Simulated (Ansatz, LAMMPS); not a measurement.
# Convergence of a linear-scaling basis for liquid (Na,Li,Rb)(Br,I) at 900 K (66 atoms), part 2 of 2

Wanted: errors and times of a linear-scaling basis for liquid (Na,Li,Rb)(Br,I) at 900 K (66 atoms). A setting counts as converged where the r.m.s. difference of forces stays under 1 % of the r.m.s. force.

Ansatz 0.2.0; Kohn-Sham DFT, PBE, PAW (set soft_2), plane waves.

The cell: 7 Na, 11 Li, 15 Rb, 22 Br and 11 I. The network of bonds at the start is that of the classical potential that made the cell. The ion parameters were fitted for water, not for melts. The Brillouin zone is sampled at Γ only, in a cell whose shortest periodic width is 14 Å. Spin–orbit coupling is left out.

So far. Step 4 (Support functions low): Forces differ from the reference by 0.097 meV/Å r.m.s., 0.038 % of their size, well within a tolerance of 1 %; the energy by -0.51 meV/atom. It took 3.2 min and 16 cycles; the reference's time can't be set against it, since the two runs asked for unlike analyses.

### Step 5. Support functions medium

With localised support functions most steps grow linearly with size, though the diagonalisation grows faster unless the density matrix is cut; this run measures error and cost at this size.

This step: Kohn-Sham DFT, PBE, PAW (set soft_2), localised support functions (medium) (Ansatz 0.2.0).

The input, input.yaml:

```yaml
crystal:
  lattice:
    - [14.0248, 0.0, 0.0]
    - [0.0, 14.0248, 0.0]
    - [0.0, 0.0, 14.0248]
  atoms:
    [... the 66 atom lines of step 3 ...]
kpoints:
  mp_grid: { grid: [1, 1, 1] }
hamiltonian:
  xc: pbe
scf:
  occupations: { method: fixed }
  eigensolver: { kind: { support_functions: { accuracy: medium } } }
  mixing: { beta: 0.4 }
  max_iter: 150
output:
  forces: true
  eigenvalues: true
```

On the command line:

```console
> ansatz run input.yaml --threads 4 --pin off --max-ram 8192MiB --backend cpu --events-out ev --progress --plain --runs-dir out
```

Numbers of over 12 decimals in the logs are rounded to 6 here.

The program printed:

```text
[...]
Crystal: 66 atoms, lattice volume = 2758.608 Å³
Basis set: ecut = 420 eV, 54171 PW (Γ), exchange–correlation on 192×192×192 points (8 copies of the dense FFT grid, shifted against one another)
Bands: 344, of which v1, the nominal top of the filled ones, is band 286 counted from 1 (285 counted from 0)
Symmetry: 1 space group operations
k-points: 1
[...]
SCF iter   1: F=—  HF=-205643.186533 eV  |F-HF|=—  |Δ(HF+E_count)|=         —  Δρ=2.88e-2  dr2=3.82e1  ethr=1.00e-1
[...]
SCF iter  17: F=—  HF=-205632.600038 eV  |F-HF|=—  |Δ(HF+E_count)|=   2.16e-4  Δρ=7.29e-6  dr2=1.37e-6  ethr=6.51e-10  κ⁻¹=2.0e-4(r=7)
SCF iter  18: F=-205632.600038 eV  HF=-205632.600038 eV  |F-HF|=5.89e-8  |Δ(HF+E_count)|=   6.98e-7  Δρ=2.44e-6  dr2=3.11e-7  ethr=2.40e-10
SCF 1 converged in 18 iterations: F = -205632.604403 eV  dr2 = 3.11e-7
[...]
SCF converged after 18 iterations
[...]
Free energy (F): -205632.604403 eV
[...]
Internal energy: -205632.604403 eV  (E = F + TS)
E sigma→0 (E₀):  -205632.604403 eV
Fermi energy:    0.994056 eV
[...]
Σ components = -205632.604403   (vs F -205632.604403, Δ=0.00e0)
--- Forces (eV/Å), atoms counted from 1 ---
  atom   1  Na     0.25911903     0.31095274     0.14092346
  atom   2  Na     0.30388262     0.04262931    -0.02924072
  atom   3  Na    -0.23595144    -0.19855444    -0.07142640
  atom   4  Na    -0.26199913     0.29676724    -0.20990529
[...]
atom  66  I      0.08756363     0.02235518     0.05416857
  max |Σ_I F_I| component: 7.98e-4 eV/Å
--- Band table (eV) ---
[...]
```

It took 3.1 min on 4 threads of Arm Neoverse V2, shared host; peak memory 5.3 GiB.

Keys that differ from the reference: support_functions.accuracy = "medium", scf.max_iter = 150 and scf.mixing.beta = 0.4.

Forces differ from the reference by 0.086 meV/Å r.m.s., 0.033 % of their size, well within a tolerance of 1 %; the energy by -0.51 meV/atom. It took 3.1 min and 18 cycles; the reference's time can't be set against it, since the two runs asked for unlike analyses.

### Step 6. Support functions medium, radius 4.35 Å

The radius confines each support function; a larger one gives more freedom and more work per atom.

input.yaml, the sections that differ from step 5:

```yaml
scf:
  occupations: { method: fixed }
  eigensolver: { kind: { support_functions: { accuracy: medium, radius: 4.35 } } }
  mixing: { beta: 0.4 }
  max_iter: 150
# crystal, kpoints, hamiltonian, output: as in step 5
```

The program printed:

```text
Warning: scf.eigensolver.kind.support_functions: disabling space-group detection — the functions' gradient is summed over unrotated k-points, so no spatial operation reduces the k-mesh or symmetrises the density; time reversal is kept, so that k and −k are solved as one point where they differ and the mesh holds both, and exact exchange and, on two spinor components, a DFT+U term hold to it where the run has them: [...]
settings of this run that can trade accuracy for cost: scf.eigensolver.kind.support_functions [...]
Engine: ansatz 0.2.0, aarch64-unknown-linux-gnu
Pseudopotentials: kind: paw
Pseudopotential: Na, paw, valence charge 9, recommended cutoff 420 eV (normal), Na.paw.azcp
Pseudopotential: Li, paw, valence charge 3, recommended cutoff 420 eV (normal), Li.paw.azcp
Pseudopotential: Rb, paw, valence charge 9, recommended cutoff 420 eV (normal), Rb.paw.azcp
Pseudopotential: Br, paw, valence charge 7, recommended cutoff 420 eV (normal), Br.paw.azcp
Pseudopotential: I, paw, valence charge 17, recommended cutoff 420 eV (normal), I.paw.azcp
[... 5 lines on functional and potentials left out ...]
Error: SCF: the radius of support functions is under 4.87 Å, the least for these sites at the functions' level (scf.eigensolver.kind.support_functions.accuracy). Use scf.eigensolver.kind: auto, or type scf.eigensolver.kind.support_functions.radius at least as long, [...]
```

The job ended after 2.5 s (4 threads; peak memory 0.54 GiB; 7.8 s of CPU time).

The program refuses radii under 4.87 Å for these atoms at this level.

### Step 7. Support functions medium, radius 4.97 Å

The radius confines each support function; a larger one gives more freedom and more work per atom.

input.yaml, the sections that differ from step 6:

```yaml
scf:
  occupations: { method: fixed }
  eigensolver: { kind: { support_functions: { accuracy: medium, radius: 4.97 } } }
  mixing: { beta: 0.4 }
  max_iter: 150
# crystal, kpoints, hamiltonian, output: as in step 6
```

The program printed:

```text
[...]
Crystal: 66 atoms, lattice volume = 2758.608 Å³
Basis set: ecut = 420 eV, 54171 PW (Γ), exchange–correlation on 192×192×192 points (8 copies of the dense FFT grid, shifted against one another)
Bands: 344, of which v1, the nominal top of the filled ones, is band 286 counted from 1 (285 counted from 0)
Symmetry: 1 space group operations
k-points: 1
[...]
SCF iter   1: F=—  HF=-205643.049101 eV  |F-HF|=—  |Δ(HF+E_count)|=         —  Δρ=2.88e-2  dr2=3.81e1  ethr=1.00e-1
[...]
SCF iter  16: F=—  HF=-205632.598183 eV  |F-HF|=—  |Δ(HF+E_count)|=   3.16e-4  Δρ=7.39e-6  dr2=2.06e-6  ethr=3.44e-9  κ⁻¹=2.7e-5(r=7)
SCF iter  17: F=-205632.598464 eV  HF=-205632.598464 eV  |F-HF|=9.40e-8  |Δ(HF+E_count)|=   2.80e-4  Δρ=4.57e-6  dr2=7.41e-7  ethr=3.61e-10
SCF 1 converged in 17 iterations: F = -205632.604404 eV  dr2 = 7.41e-7
[...]
SCF converged after 17 iterations
[...]
Free energy (F): -205632.604404 eV
[...]
Internal energy: -205632.604404 eV  (E = F + TS)
E sigma→0 (E₀):  -205632.604404 eV
Fermi energy:    0.994111 eV
[...]
Σ components = -205632.604404   (vs F -205632.604404, Δ=0.00e0)
--- Forces (eV/Å), atoms counted from 1 ---
  atom   1  Na     0.25913486     0.31092964     0.14092439
  atom   2  Na     0.30386264     0.04261863    -0.02923122
  atom   3  Na    -0.23594997    -0.19856530    -0.07141247
  atom   4  Na    -0.26199354     0.29675943    -0.20992380
[...]
atom  66  I      0.08756570     0.02240892     0.05418266
  max |Σ_I F_I| component: 9.78e-4 eV/Å
--- Band table (eV) ---
[...]
```

The job ended after 2.7 min (4 threads; peak memory 5.1 GiB; 11 min of CPU time).

Keys that differ from the reference: support_functions.accuracy = "medium", support_functions.radius = 4.97, scf.max_iter = 150 and scf.mixing.beta = 0.4.

Forces differ from the reference by 0.092 meV/Å r.m.s., 0.035 % of their size, well within a tolerance of 1 %; the energy by -0.51 meV/atom. It took 2.7 min and 17 cycles; the reference's time can't be set against it, since the two runs asked for unlike analyses.

### Step 8. Support functions medium, radius 5.32 Å

The radius confines each support function; a larger one gives more freedom and more work per atom.

input.yaml, the sections that differ from step 7:

```yaml
scf:
  occupations: { method: fixed }
  eigensolver: { kind: { support_functions: { accuracy: medium, radius: 5.32 } } }
  mixing: { beta: 0.4 }
  max_iter: 150
# crystal, kpoints, hamiltonian, output: as in step 7
```

The program printed:

```text
[...]
Crystal: 66 atoms, lattice volume = 2758.608 Å³
Basis set: ecut = 420 eV, 54171 PW (Γ), exchange–correlation on 192×192×192 points (8 copies of the dense FFT grid, shifted against one another)
Bands: 344, of which v1, the nominal top of the filled ones, is band 286 counted from 1 (285 counted from 0)
Symmetry: 1 space group operations
k-points: 1
[...]
SCF iter   1: F=—  HF=-205643.318120 eV  |F-HF|=—  |Δ(HF+E_count)|=         —  Δρ=2.88e-2  dr2=3.82e1  ethr=1.00e-1
[...]
SCF iter  17: F=—  HF=-205632.601426 eV  |F-HF|=—  |Δ(HF+E_count)|=   1.59e-4  Δρ=4.12e-6  dr2=1.67e-6  ethr=7.21e-10  κ⁻¹=8.0e-5(r=7)
SCF iter  18: F=-205632.601426 eV  HF=-205632.601426 eV  |F-HF|=1.16e-7  |Δ(HF+E_count)|=   2.64e-7  Δρ=2.86e-6  dr2=4.38e-7  ethr=2.91e-10
SCF 1 converged in 18 iterations: F = -205632.604403 eV  dr2 = 4.38e-7
[...]
SCF converged after 18 iterations
[...]
Free energy (F): -205632.604403 eV
[...]
Internal energy: -205632.604403 eV  (E = F + TS)
E sigma→0 (E₀):  -205632.604403 eV
Fermi energy:    0.994000 eV
[...]
Σ components = -205632.604403   (vs F -205632.604403, Δ=0.00e0)
--- Forces (eV/Å), atoms counted from 1 ---
  atom   1  Na     0.25914177     0.31093308     0.14094521
  atom   2  Na     0.30388712     0.04262498    -0.02925300
  atom   3  Na    -0.23592261    -0.19854060    -0.07144266
  atom   4  Na    -0.26197096     0.29676347    -0.20988521
[...]
atom  66  I      0.08759111     0.02233494     0.05417796
  max |Σ_I F_I| component: 4.94e-4 eV/Å
--- Band table (eV) ---
[...]
```

The job ended after 3.6 min (4 threads; peak memory 5.6 GiB).

Keys that differ from the reference: support_functions.accuracy = "medium", support_functions.radius = 5.32, scf.max_iter = 150 and scf.mixing.beta = 0.4.

Forces differ from the reference by 0.08 meV/Å r.m.s., 0.031 % of their size, well within a tolerance of 1 %; the energy by -0.51 meV/atom. It took 3.6 min and 18 cycles; the reference's time can't be set against it, since the two runs asked for unlike analyses.

### Step 9. A changed input

The input is spoilt on purpose; the run shows how that looks.

This step: Kohn-Sham DFT, lda+u, PAW (set soft_2), plane waves (Ansatz 0.2.0).

input.yaml, the sections that differ from step 8:

```yaml
hamiltonian:
  xc: lda+u
scf:
  occupations: { method: fixed }
  max_iter: 50
output:
  forces: true
# crystal, kpoints: as in step 8
```

The program printed:

```text
Error: YAML parse error: error: line 76 column 7: hamiltonian.xc: unknown variant `lda+u`, expected one of `lda`, `lda-pw`, `pw92`, `pbe`, `pbesol`, `rpbe`, `revpbe`, `blyp`, `pbe0`, `revpbe0`, `b3lyp`, `b3lyp5`, `hse06`, `wpbeh`, `hiss`, `lc_wpbe`, `cam_b3lyp`, `hf`, `r2scan`, `r2scanh`, `r2scan0`, `r2scan50`, `mr2scan`
  --> <input>:76:7
   |
74 |   mp_grid: { grid: [1, 1, 1] }
75 | hamiltonian:
76 |   xc: lda+u
   |       ^ hamiltonian.xc: unknown variant `lda+u`, expected one of `lda`, `lda-pw`, `pw92`, `pbe`, `pbesol`, `rpbe`, `revpbe`, `blyp`, `pbe0`, `revpbe0`, `b3lyp`, `b3lyp5`, `hse06`, `wpbeh`, `hiss`, `lc_wpbe`, `cam_b3lyp`, `hf`, `r2scan`, `r2scanh`, `r2scan0`, `r2scan50`, `mr2scan`
77 | scf:
78 |   occupations: { method: fixed }
   |
```

Run time: 0.02 s. Hardware: 4 threads; peak memory 0.021 GiB; 0.02 s of CPU time.

The input was rejected at the start.

The program's message: “Error: YAML parse error: error: line 76 column 7: hamiltonian.xc: unknown variant `lda+u`, expected one of `lda`, `lda-pw`, `pw92`, `pbe`, `pbesol`, `rpbe`, `revpbe`, `blyp`, `pbe0`, `revpbe0`, `b3lyp …”

The fault in the input: an unknown functional (hamiltonian.xc = "lda+u"). The fix is to type the functional by a name that the program lists.

### Step 10. Cost against change

Differences are against the plane-wave reference (Kohn-Sham DFT, PBE, PAW (set soft_2), plane waves), whose r.m.s. force component is 0.258 eV/Å. Energies are set beside the reference only for runs with its functional, potentials and electron count. Times are for 4 threads of Arm Neoverse V2, shared host. The reference's time includes the DOS, the stress and grids, which some other runs skip.

```csv
run,"Δ force, r.m.s. (meV/Å)",share of r.m.s. force (%),Δ energy (meV/atom),Δ gap (eV),cycles,time,host memory (GiB)
reference,-,-,-,-,7,31 s,3.0
support functions low,0.097,0.0376,-0.514,-1.0e-4,16,3.2 min,5.4
support functions medium,0.086,0.0333,-0.514,-2.0e-4,18,3.1 min,5.3
"support functions medium, radius 4.97 Å",0.092,0.0355,-0.514,-3.0e-4,17,2.7 min,5.1
"support functions medium, radius 5.32 Å",0.08,0.0311,-0.514,-1.0e-4,18,3.6 min,5.6
```

### Step 11. What the reference run shows

With the settings judged, the reference run is read for its physics.

Length of the force by element:

```csv
element,coordination,atoms,mean length of the force (eV/Å),spread,least,most
Br,all,22,0.397,0.163,0.121,0.748
I,all,11,0.438,0.250,0.105,1.00
Li,all,11,0.397,0.143,0.146,0.600
Na,all,7,0.324,0.0872,0.173,0.448
Rb,all,15,0.433,0.225,0.0808,0.751
```

Intrinsic-atomic-orbital charges by element:

```csv
element,coordination,atoms,mean charge (e),spread,least,most
Br,all,22,-0.713,0.0284,-0.783,-0.665
I,all,11,-0.693,0.0177,-0.718,-0.665
Li,all,11,0.651,0.0181,0.627,0.685
Na,all,7,0.677,0.0201,0.646,0.712
Rb,all,15,0.760,0.0137,0.739,0.786
```

Density of states as counts of states in windows of 1 eV (from the Fermi level), total and the larger projections:

```csv
from (eV),to (eV),total,Br p,Rb p,I p,I s,Br s
-18,-15,0.0,0.0,0.0,0.0,0.0,0.0
-15,-14,0.2,0.0,0.0,0.0,0.0,0.1
-14,-13,20.8,0.0,0.2,0.0,0.0,19.0
-13,-12,23.1,0.0,0.2,0.0,0.0,21.6
-12,-11,5.0,0.0,0.5,0.0,4.2,0.0
-11,-10,33.8,0.1,18.0,0.0,14.8,0.1
-10,-9,73.0,0.4,70.0,0.2,1.9,0.4
-9,-8,0.3,0.0,0.3,0.0,0.0,0.0
-8,-3,0.0,0.0,0.0,0.0,0.0,0.0
-3,-2,19.1,15.8,0.0,1.5,0.0,0.1
-2,-1,91.7,65.4,0.4,20.9,0.1,0.2
-1,0,84.9,44.6,0.3,38.0,0.0,0.1
0,1,2.3,0.2,0.0,2.0,0.0,0.0
1,2,0.0,0.0,0.0,0.0,0.0,0.0
2,3,0.6,0.0,0.0,0.0,0.0,0.1
3,4,3.3,0.1,0.0,0.1,0.1,0.2
4,5,23.7,1.1,0.1,0.7,0.3,0.8
```

With fixed occupations the program's Fermi level is the highest filled level; weight inside the gap is the broadening of levels at its edges.

Between -26 and -18 eV lie 68 more states.

About 152 of the 572 electrons lie in deeper levels, below the stored range.

The levels nearest the highest filled one (over half full), pooled over k-points and spins:

```csv
level less the highest filled one (eV),occupation
-0.271,2
-0.235,2
-0.175,2
-0.131,2
-0.0602,2
0,2
3.04,0
3.87,0
4.13,0
4.25,0
4.33,0
4.38,0
```

Electrostatic potential energy in the bc plane at fractional x = 0.625, with atoms of Na and Rb and Br and I within 0.2 Å of it. With pseudopotentials it is smooth inside the atoms' cores, unlike the true potential.

Ten even steps from '0' (-58 eV) to '9' (7 eV), each cell a mean:
```
9999999999999998656899999720003899999999
9999999999999999989999999852126899999999
9999999999999999999999999988888999999999
9998768899999999999999999999999999999999
9985004899999999999987667899999999999999
9987336899999999999976997689999999999999
9999889999999999999976997689999888999999
9888899999999999999987777899987535789999
7311389999999999999999999999986000589999
6100179999999999999999999999987434789999
9644799999999999999999999999999888999999
9999998889999999999999999999999999999999
9999985237899999999999988899999999999999
9999985247999999999999721269999999999999
9999998889999999999999400028999999999999
9999999999999999999999742379998889999999
9999999999999999999999999999873236899999
9999999999999999876678999999730003799999
9999999999999999730037899999852025899999
9999999999999999851147999999988788999999
9999999999999999988889999999999999999999
9999999999999999999999999999999999999999
9999999999999999999999999988889999999999
9999999999999998767999999863237899999999
```
Columns run along b (14.0 Å; values clipped at the 3rd and 97th percentile), rows up along c (14.0 Å). Atoms in or near the plane, at fractional coordinates: Na at (0.12, 0.80), Rb at (0.78, 0.26), Rb at (0.70, 0.97), Br at (0.61, 0.39), Br at (0.07, 0.61), I at (0.57, 0.74).

Valence density in the bc plane at fractional x = 0.625, with atoms of Na and Rb and Br and I within 0.2 Å of it. It is the smooth field of the valence electrons, not physical close to the nuclei.

Ten steps, logarithmic in the rise over the least value, from '0' (0 e/Å³) to '9' (13 e/Å³), each cell a mean:
```
0000000000000123444321001356565310000000
0000000000000012332210001245554200000000
0000000000000000111100000112321000000000
0002453000000000000011221110000000000000
0016997200000000000123454321000000000000
0014785100000000001246998431000000000000
0111111000000000001246997431001121100000
2333321000000000000123444311013454310001
3444432000000000000011121100024565421012
4434442100000000000000000000013455320012
3444421000000000000000000000001222100001
1122112220000000000000000000000000000000
0000026873000000000001233321000000000000
0000026873000000000012444442100000000000
0000001211000000000013443443100000000000
2110000000000000000012344442112221000112
3210000000000000001111122221245554211123
2110000000000000234432100001356565311122
1000000000000001356653100000245554210001
0000000000000001355553100000012332000000
0000000000000000123321000000000000000000
1110000000000000011100000000000000000001
1111000000000011222110000012221000000001
1110000000000123444310000245554100000001
```
Columns run along b (14.0 Å), rows up along c (14.0 Å). Atoms in or near the plane, at fractional coordinates: Na at (0.12, 0.80), Rb at (0.78, 0.26), Rb at (0.70, 0.97), Br at (0.61, 0.39), Br at (0.07, 0.61), I at (0.57, 0.74).

Mean intrinsic-atomic-orbital charges: Br -0.71, I -0.69, Li +0.65, Na +0.68, Rb +0.76 e.

### Step 12. Distances and neighbours

Bonds and neighbours are counted at the geometry of the runs.

Density 2.81 g/cm³, 41.80 Å³ an atom.

Pair distribution functions g(r), in bins of 0.2 Å:

```csv
r (Å),total,Br-Br,Br-Rb,Br-I,Br-Li,Br-Na,Rb-Rb
2.30,0.36,0.00,0.00,0.00,3.29,0.00,0.00
2.50,0.95,0.00,0.00,0.00,7.83,0.00,0.00
2.70,1.03,0.00,0.00,0.00,6.86,1.89,0.00
2.90,1.01,0.00,0.00,0.00,2.17,6.65,0.00
3.10,0.95,0.00,2.05,0.00,0.50,3.04,0.00
3.30,1.12,0.00,4.03,0.00,0.00,1.98,0.00
3.50,0.87,0.00,1.93,0.00,0.35,1.17,0.00
3.70,1.22,1.00,2.92,0.34,0.00,0.00,0.00
3.90,0.93,2.67,1.08,0.86,0.00,0.00,0.00
4.10,1.16,2.39,0.78,1.58,0.27,1.69,1.15
4.30,1.26,1.73,1.25,1.23,0.73,0.00,1.09
4.50,1.27,3.12,0.17,1.35,0.23,0.34,0.49
4.70,1.05,1.04,0.46,2.04,0.42,0.64,1.73
4.90,1.28,1.14,0.55,2.25,1.69,0.29,1.22
5.10,0.93,1.06,0.38,1.57,1.22,1.07,1.12
5.30,0.82,0.48,0.48,1.13,0.97,0.26,2.79
5.50,1.07,0.15,0.55,1.50,0.90,1.87,1.63
5.70,0.61,0.56,0.61,0.70,0.84,0.22,0.90
5.90,0.90,0.39,0.67,0.79,1.18,1.02,0.82
6.10,1.00,0.49,1.25,0.73,1.58,0.58,1.86
6.30,1.09,1.39,1.17,0.58,1.47,1.24,0.50
6.50,0.97,0.98,1.18,1.08,1.39,1.36,0.23
6.70,1.03,0.91,2.29,0.90,0.71,1.43,0.44
6.90,0.90,0.66,0.98,1.04,1.04,1.49,0.62
```

The surroundings of I56, which bears the longest force, nearest first, numbered as they follow in the input and with coordinates relative to it.

```csv
atom,x,y,z,distance (Å),intrinsic-atomic-orbital charge (e),Fx,Fy,Fz (eV/Å)
I56,0.00,0.00,0.00,0.00,-0.68,0.97,0.24,0.06
Na5,1.77,1.34,-2.19,3.12,0.68,0.07,0.12,-0.10
Rb25,-2.94,-0.18,1.21,3.19,0.77,-0.73,-0.12,-0.09
Na4,0.94,2.75,1.63,3.33,0.69,-0.26,0.30,-0.21
Na3,1.12,-1.22,3.13,3.54,0.66,-0.24,-0.20,-0.07
I57,-2.97,-2.02,-1.95,4.09,-0.71,-0.40,0.42,-0.22
Rb32,1.53,-3.55,-1.57,4.17,0.78,0.00,0.03,0.08
Br38,-0.03,-3.75,1.85,4.18,-0.73,0.06,0.22,-0.05
Br49,0.84,3.99,-1.19,4.25,-0.71,0.03,0.13,-0.37
```

### Step 13. Summary of results

| Property | Result |
| --- | --- |
| free energy per atom | -3115.6450 eV/atom |
| pressure | 0.1222 GPa |
| r.m.s. force component | 0.2578 eV/Å |
| gap (highest filled to lowest empty level) | 3.04 eV |
| wall time of the 5 DFT runs | 13 min |

**Reading.** Against plane waves at 420 eV, the forces differ by 0.086 meV/Å (0.033 %) with support functions medium. At 66 atoms the fastest of the runs at a preset level, support functions medium, takes roughly 6.0 times the time of plane waves (whose run also made extra analyses, so the like-for-like ratio is larger), in 18 SCF cycles against 7. Differences between support functions and plane waves include what basis error the plane-wave run still has.

The highest filled and lowest empty levels differ by 3.04 eV (at Γ alone); a semilocal functional tends to put such gaps too low. In a disordered cell it changes from sample to sample and from frame to frame.

**Limits.** The force components of 0.26 eV/Å r.m.s. hold both thermal displacement and the mismatch between the potential that made the cell and DFT. The pressure of a single frame lacks the kinetic term.

[Logs are printed without paths, hosts, clocks, repeated set-up lines and the standing remarks that a program may print on its own settings, such as how far it seeks lower states.]

[Hosts, paths, dates, database ids (printed as entryN), source tags and the programs' standing remarks are cut or masked in the printed files.]
